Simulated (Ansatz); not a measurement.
# KCl (Sylvite, Fm-3m): thermal expansion from first principles

Wanted: α(T), C_P(T) and B(T) of KCl (Sylvite) in the quasi-harmonic approximation.

What experiment has found for this phase:
- volume expansion coefficient 111.3 1e-6/K and heat capacity C_P per formula unit 51.7 J/mol/K near room temperature (given in “High-Throughput Prediction of Finite-Temperature Properties using the Quasi-Harmonic Approximation”, 2016, arXiv:1603.06924)
- volume expansion coefficient 114.9 1e-6/K near room temperature (given in “Descriptors for thermal expansion in solids”, 2017, arXiv:1701.03966)

Method: DFT r2SCAN, scalar-relativistic, plane waves, PAW, in Ansatz 0.2.0.

### Step 1. Starting point

The structure is cubic, space group Fm-3m (No. 225). Conventional cell: a = 6.293 Å, b = 6.293 Å, c = 6.293 Å, α = 90.00°, β = 90.00°, γ = 90.00°. K has 6 Cl at 3.15 Å nearest. Nearest to Cl lie 6 K at 3.15 Å. Farther neighbours and most contacts between anions are not listed.

### Step 2. A first coarse run

Before spending time, one coarse run tells the gap and the pressure of the starting cell.

The input, input.yaml:

```yaml
crystal:
  lattice:
    - [0.0, 3.14647, 3.14647]
    - [3.14647, 0.0, 3.14647]
    - [3.14647, 3.14647, 0.0]
  atoms:
    - { symbol: K, position: [0.0, 0.0, 0.0] }
    - { symbol: Cl, position: [0.5, 0.5, 0.5] }
kpoints:
  mp_grid: { grid: [6, 6, 6] }
hamiltonian:
  xc: r2scan
scf:
  occupations: { method: gaussian, width: 0.1 }
  lower_state_search: "off"
output:
  forces: true
  stress: true
  eigenvalues: true
```

Run with:

```sh
ansatz run input.yaml --threads 8 --pin off --max-ram 16384MiB --backend cpu --events-out ev --progress --plain --runs-dir out
```

Numbers of over 12 decimals in the logs are rounded to 6 here.

The log of the run:

```text
Engine: ansatz 0.2.0, aarch64-unknown-linux-gnu
Pseudopotentials: kind: paw
Pseudopotential: K, paw, valence charge 9, recommended cutoff 500 eV (meta_gga), K.paw.azcp
Pseudopotential: Cl, paw, valence charge 7, recommended cutoff 500 eV (meta_gga), Cl.paw.azcp
Functional definition: r2SCAN
  parameter k0 = 0.174
  parameter k1 = 0.065
  parameter a1 = 4.9479
  exchange = r2scan_x(k0 = k0, k1 = k1, a1 = a1)
  correlation = r2scan_c
Crystal: 2 atoms, lattice volume = 62.302 Å³
Basis set: ecut = 500 eV, 1591 PW (Γ), exchange–correlation on 144×144×144 points (64 copies of the dense FFT grid, shifted against one another)
Bands: 12, of which v1, the nominal top of the filled ones, is band 8 counted from 1 (7 counted from 0)
Symmetry: 48 space group operations
Space group: Fm-3m (ITA 225), of the structure as read, at distance tolerance 4.0e-5 Å
k-points: 16 of 216
Non-local potential: K, projectors of the file, l = 0: 3, l = 1: 2, l = 2: 2
Non-local potential: Cl, projectors of the file, l = 0: 2, l = 1: 2, l = 2: 2
PAW form: soft (Blöchl's): semilocal exchange-correlation on the pseudo side does not see the compensation charge
PAW frozen core: K, regenerated for the run's functional (the file was generated under x = pbe(κ = 0.804, μ = 0.219515), c = pbe(β = 0.066725))
PAW frozen core: Cl, regenerated for the run's functional (the file was generated under x = pbe(κ = 0.804, μ = 0.219515), c = pbe(β = 0.066725))
PAW one-centre angular grid: K, 302 points (default); XC on 160 Gauss nodes
PAW one-centre angular grid: Cl, 302 points (default); XC on 160 Gauss nodes
Initial density: superposition of atomic densities (neutral atoms: chi_scale 0, normalization atom), corrected by the library's trained network
Initial wavefunctions: pseudopotential atomic-orbital guess
Functional: x = r2scan, c = r2scan; τ floored in thin density (d = 2e-4 eV/Å³)
SCF iter   1: F=-2630.471652 eV  HF=-2630.455105 eV  |F-HF|=1.65e-2  |Δ(HF+E_count)|=         —  Δρ=3.87e-3  dr2=4.94e-3  dr2_τ=1.48e-3  ethr=1.77e-3  ⟨swp⟩=5.6  Hψ=1269  notcnv=0
preconditioner: auto → none  [insulator: Δε(μ)=5.877 eV  Ē_g=16.204 eV  σ=0.100 eV  W_gap=1.00  n_scr=14 (ndim 8)  ℏωp=17.6 eV  f_vac=0.092  D(μ)=0.00/eV (n_scr^D=0)  ε∞_Penn≈2.2]
SCF iter   2: F=-2630.473064 eV  HF=-2630.472992 eV  |F-HF|=7.18e-5  |Δ(HF+E_count)|=   1.79e-2  Δρ=1.60e-3  dr2=6.08e-4  dr2_τ=6.35e-5  ethr=3.09e-5  ⟨swp⟩=2.0  Hψ=560  notcnv=0
SCF iter   3: F=-2630.473114 eV  HF=-2630.473100 eV  |F-HF|=1.32e-5  |Δ(HF+E_count)|=   1.08e-4  Δρ=3.66e-4  dr2=2.69e-5  dr2_τ=5.15e-6  ethr=3.80e-6  ⟨swp⟩=2.0  Hψ=356  notcnv=0
SCF iter   4: F=-2630.473114 eV  HF=-2630.473114 eV  |F-HF|=4.36e-8  |Δ(HF+E_count)|=   1.40e-5  Δρ=3.91e-5  dr2=5.30e-7  dr2_τ=3.59e-7  ethr=1.68e-7  ⟨swp⟩=2.0  Hψ=320  notcnv=0
iter 5 did not close the SCF: its close was put off for the readings that it lacked (scf_convergence_deferred on its scf_iter line)
SCF iter   5: F=-2630.473115 eV  HF=-2630.473115 eV  |F-HF|=1.62e-8  |Δ(HF+E_count)|=   9.79e-8  Δρ=7.53e-6  dr2=2.03e-8  dr2_τ=4.68e-9  ethr=3.31e-9  ⟨swp⟩=2.0  Hψ=304  notcnv=0
SCF iter   6: F=-2630.473115 eV  HF=-2630.473115 eV  |F-HF|=6.65e-10  |Δ(HF+E_count)|=   2.29e-8  Δρ=2.34e-6  dr2=3.01e-9  dr2_τ=3.57e-10  ethr=1.27e-10  ⟨swp⟩=2.5  Hψ=817  notcnv=0
SCF 1 converged in 6 iterations: F = -2630.473115 eV  dr2 = 3.01e-9
  greatest PAW one-centre occupation: 0.989 electrons in one spin orbital (limit 2), on the K atom at site 0 (counted from 0), in its partial waves of l = 0
SCF converged after 6 iterations
Free energy (F): -2630.473115 eV
Harris-Foulkes:  -2630.473115 eV  (|F-HF|=6.65e-10)
Internal energy: -2630.473115 eV  (E = F + TS)
E sigma→0 (E₀):  -2630.473115 eV
Fermi energy:    3.347818 eV
--- Per-component energies (eV) ---
  E_band       = -142.737241
  E_kinetic    = 415.666993
  E_local      = -833.671690  (includes V_loc(G=0)·N_el)
  E_nonlocal   = 40.797891
  E_hartree    = 279.409122
  E_xc         = -238.876301
  E_vxc        = -322.311352  (∫ρ·V_xc dr)
  E_paw        = -1454.445926  (= ΣΔE_a)
  E_vpaw       = -20.489333  (= ΣTr[D̂ρ^β])
  E_aug_tail   = 0.000035  (compensation charges beyond the density's cutoff)
  E_vtau       = 18.452573  (kinetic-family band-sum trace: ∫τ·v_τ [+ j·A + Jᵃ·Aᵃ] dr)
  E_ewald      = -839.020646
  E_core_change = -0.332592  (= ΣΔE_core)
  E_smearing   = -0.000000  (= −TS)
  E_closure    = 0.000000  (closes the sum)
  Σ components = -2630.473115   (vs F -2630.473115, Δ=0.00e0)
--- Forces (eV/Å), atoms counted from 1 ---
  atom   1  K     -0.00000000    -0.00000000    -0.00000000
  atom   2  Cl     0.00000000    -0.00000000    -0.00000000
  max |Σ_I F_I| component: 7.95e-30 eV/Å
--- Stress (GPa, compression-positive) ---
        0.001132      -0.000000       0.000000
        0.000000       0.001132      -0.000000
       -0.000000       0.000000       0.001132
  P = ⅓ Tr σ = 0.0011 GPa (0.011 kbar)
--- Band table (eV; the first three rows and the last of 16) ---
  k-point 0: bands = [... 4 lower, -10.4525, 0.4340, 0.4340, 0.4340, 6.2598, 9.4478, 9.4478, 9.4478]
  k-point 1: bands = [... 4 lower, -10.3958, 0.1271, 0.3491, 0.3491, 6.8947, 9.2312, 9.8048, 9.8048]
  k-point 2: bands = [... 4 lower, -10.2882, -0.3882, 0.1878, 0.1878, 8.0880, 9.2939, 10.7773, 10.7773]
  k-point 15: bands = [... 4 lower, -10.4067, -0.1436, 0.0145, 0.0731, 8.2024, 9.9343, 10.3724, 11.4749]
```

It took 1.2 s on 8 threads of Arm Neoverse V1, shared host; peak memory 0.51 GiB; 4.5 s of CPU time.

The column dr2 measures how far the density is from self-consistency, as an energy; F and HF (Harris–Foulkes) agree once it is small.

This step gave:

```
pressure          : 0.001132 GPa
gap on the k-mesh : 5.826 eV
volume per atom   : 31.15 Å³/atom
```

The start is under 0.0011 GPa at this level and looks like an insulator or semiconductor on this mesh.

### Step 3. Finding the static equilibrium

The vibrations must be taken about the equilibrium of this functional, not about the starting cell, so the structure is relaxed.

input.yaml, the sections that differ from step 2:

```yaml
scf:
  occupations: { method: gaussian, width: 0.02 }
  lower_state_search: "off"
relax:
  adjacent_minimum: "off"
  f_tol: 0.005
  max_steps: 80
  cell: { stress_tol: 0.05 }
# crystal, kpoints, hamiltonian, output: as in step 2
```

The log of the run:

```text
[...]
Crystal: 2 atoms, lattice volume = 62.302 Å³
Basis set: ecut = 500 eV, 1591 PW (Γ), exchange–correlation on 144×144×144 points (64 copies of the dense FFT grid, shifted against one another)
Bands: 12, of which v1, the nominal top of the filled ones, is band 8 counted from 1 (7 counted from 0)
Symmetry: 48 space group operations
[...]
k-points: 16 of 216
[...]
SCF iter   1: F=-2630.471647 eV  HF=-2630.455100 eV  |F-HF|=1.65e-2  |Δ(HF+E_count)|=         —  Δρ=3.87e-3  dr2=4.94e-3  dr2_τ=1.48e-3  ethr=1.77e-3  ⟨swp⟩=6.3  Hψ=1371  notcnv=0
[...]
SCF iter   6: F=-2630.473115 eV  HF=-2630.473115 eV  |F-HF|=6.66e-10  |Δ(HF+E_count)|=   2.24e-8  Δρ=2.33e-6  dr2=2.98e-9  dr2_τ=3.55e-10  ethr=1.25e-10  ⟨swp⟩=2.0  Hψ=688  notcnv=0
SCF 1 converged in 6 iterations: F = -2630.473115 eV  dr2 = 2.98e-9
[...]
relax step   1: F+E_penalty+E_count = -2630.47311461 eV  Δ(F+E_penalty+E_count) = +0.000e0 eV  max|allowed force component| = 2.064e-29 eV/Å  Δτ_max = 0.0000 Å  P = +0.001 GPa  Ω = 62.302 Å³  (6 SCF iters, dr2 threshold 1.00e-7 eV, accepted)
[...]
iter 1 solved again at ethr=3.29e-7 eV; its pass at ethr=3.10e-3 eV (dr2=5.27e-5 eV) is discarded
SCF iter   1: F=-2630.473114 eV  HF=-2630.473114 eV  |F-HF|=1.46e-9  |Δ(HF+E_count)|=         —  Δρ=2.63e-6  dr2=4.01e-9  dr2_τ=4.40e-10  ethr=3.29e-7  ⟨swp⟩=3.0  Hψ=1917  notcnv=0
eigensolver tolerance schedule: the retry pair's looser diagonalisation over-reported the residual by 13126.56 of it (diagonalisation noise at an unbounded share of the residual, at the tolerance the schedule requests for it); recorded, not acted on — ethr = c·dr2/N_el stays at c = 1.0e-1
[...]
SCF iter   2: F=-2630.473115 eV  HF=-2630.473115 eV  |F-HF|=8.14e-11  |Δ(HF+E_count)|=   1.09e-6  Δρ=1.11e-6  dr2=4.53e-10  dr2_τ=3.54e-10  ethr=2.51e-11  ⟨swp⟩=3.3  Hψ=404  notcnv=0
[...]
SCF iter   4: F=-2630.473115 eV  HF=-2630.473115 eV  |F-HF|=9.55e-12  |Δ(HF+E_count)|=  7.46e-11  Δρ=1.82e-7  dr2=1.43e-11  dr2_τ=7.60e-12  ethr=1.00e-12  ⟨swp⟩=6.2  Hψ=866  notcnv=0
SCF 2 converged in 4 iterations: F = -2630.473115 eV  dr2 = 1.43e-11
relax step   2: F+E_penalty+E_count = -2630.47311462 eV  Δ(F+E_penalty+E_count) = -1.241e-9 eV  max|allowed force component| = 3.392e-29 eV/Å  Δτ_max = 0.0000 Å  P = +0.001 GPa  Ω = 62.302 Å³  stress off target by 1.20e-3 GPa  SCF on the basis re-selected at this cell (its energy is not comparable with the rows above)  (4 SCF iters)
basis re-selected at this cell: Δ(F+E_penalty+E_count) = -1.241e-9 eV, ΔP = +0.000 GPa vs the last step (what re-selecting the basis moved, of the pressure what is left beyond the Pulay correction that the steps carried, after the strain that the cell walked since its last selection, with what the two solves' SCF thresholds leave and, on support functions, any second-order correction that the steps lacked; it is no m [...]
SCF converged after 4 iterations
Free energy (F): -2630.473115 eV
[...]
Internal energy: -2630.473115 eV  (E = F + TS)
E sigma→0 (E₀):  -2630.473115 eV
Fermi energy:    3.346954 eV
[...]
--- Stress (GPa, compression-positive) ---
        0.001197       0.000000       0.000000
       -0.000000       0.001197       0.000000
        0.000000       0.000000       0.001197
  P = ⅓ Tr σ = 0.0012 GPa (0.012 kbar)
--- Band table (eV; the first three rows and the last of 16) ---
  k-point 0: bands = [... 4 lower, -10.4525, 0.4340, 0.4340, 0.4340, 6.2598, 9.4478, 9.4478, 9.4478]
  k-point 1: bands = [... 4 lower, -10.3958, 0.1272, 0.3492, 0.3492, 6.8948, 9.2312, 9.8048, 9.8048]
  k-point 2: bands = [... 4 lower, -10.2882, -0.3881, 0.1879, 0.1879, 8.0880, 9.2940, 10.7773, 10.7773]
  k-point 15: bands = [... 4 lower, -10.4067, -0.1435, 0.0146, 0.0731, 8.2024, 9.9343, 10.3724, 11.4749]
--- Relaxed structure (1 steps of the walk, 1 accepted, 1 SCFs on fresh bases) ---
  F+E_penalty+E_count = -2630.47311462 eV   max|allowed force component| = 3.392e-29 eV/Å   (the final SCF, on the basis selected at the relaxed cell)
  cell:  # Å, volume = 62.3018 Å³
    - [0.0, 3.14647, 3.14647]
    - [3.14647, 0.0, 3.14647]
    - [3.14647, 3.14647, 0.0]
  atoms:
    - { symbol: K, position: [0.0, 0.0, 0.0] }
    - { symbol: Cl, position: [0.500000, 0.500000, 0.500000] }
```

Wall time 1.3 s (8 threads); peak memory 0.54 GiB.

Little changed from the start: no atom moved by 0.005 Å and no cell edge by 0.1 %.

Numbers from this step:

```yaml
pressure: 0.001197 GPa
```

### Step 4. Tight relaxation

The relaxation is repeated with tighter thresholds on force and stress, since phonons are sensitive to what is left; a change of mesh or smearing in the input moves the cell too.

input.yaml, the sections that differ from step 3:

```yaml
kpoints:
  mp_grid: { grid: [8, 8, 8] }
scf:
  occupations: { method: fixed }
  lower_state_search: "off"
relax:
  adjacent_minimum: "off"
  f_tol: 0.001
  max_steps: 60
  cell: { stress_tol: 0.01 }
# crystal, hamiltonian, output: as in step 3
```

The log of the run:

```text
[...]
Crystal: 2 atoms, lattice volume = 62.302 Å³
Basis set: ecut = 500 eV, 1591 PW (Γ), exchange–correlation on 144×144×144 points (64 copies of the dense FFT grid, shifted against one another)
Bands: 12, of which v1, the nominal top of the filled ones, is band 8 counted from 1 (7 counted from 0)
Symmetry: 48 space group operations
[...]
k-points: 29 of 512
[...]
k-point 28: bands = [... 4 lower, -10.3741, -0.0480, -0.0430, -0.0430, 9.0122, 9.0122, 10.7715, 11.1592]
--- Relaxed structure (1 steps of the walk, 1 accepted, 1 SCFs on fresh bases) ---
[...]
cell:  # Å, volume = 62.3018 Å³
    - [0.0, 3.14647, 3.14647]
    - [3.14647, 0.0, 3.14647]
    - [3.14647, 3.14647, 0.0]
  atoms:
    - { symbol: K, position: [0.0, 0.0, 0.0] }
    - { symbol: Cl, position: [0.500000, 0.500000, 0.500000] }
[key lines of the parts left out:]
SCF converged after 6 iterations
Free energy (F): -2630.473114 eV
Fermi energy:    0.434038 eV
P = ⅓ Tr σ = 0.0012 GPa (0.012 kbar)
```

Run time: 1.8 s. Hardware: 8 threads; peak memory 0.56 GiB; 12 s of CPU time.

Little changed from the start: no atom moved by 0.005 Å and no cell edge by 0.1 %.

This step gave:

```yaml
pressure: 0.001172 GPa
```

The residual pressure is 0.0012 GPa, small enough for phonons.

(Part 1 of 2 ends here.)

[Logs are printed without paths, hosts, clocks, repeated set-up lines and the standing remarks that a program may print on its own settings, such as how far it seeks lower states.]

[Hosts, paths, dates, database ids (printed as entryN), source tags and the programs' standing remarks are cut or masked in the printed files.]

[A step with changed settings may run another functional than the one named; its input shows which.]
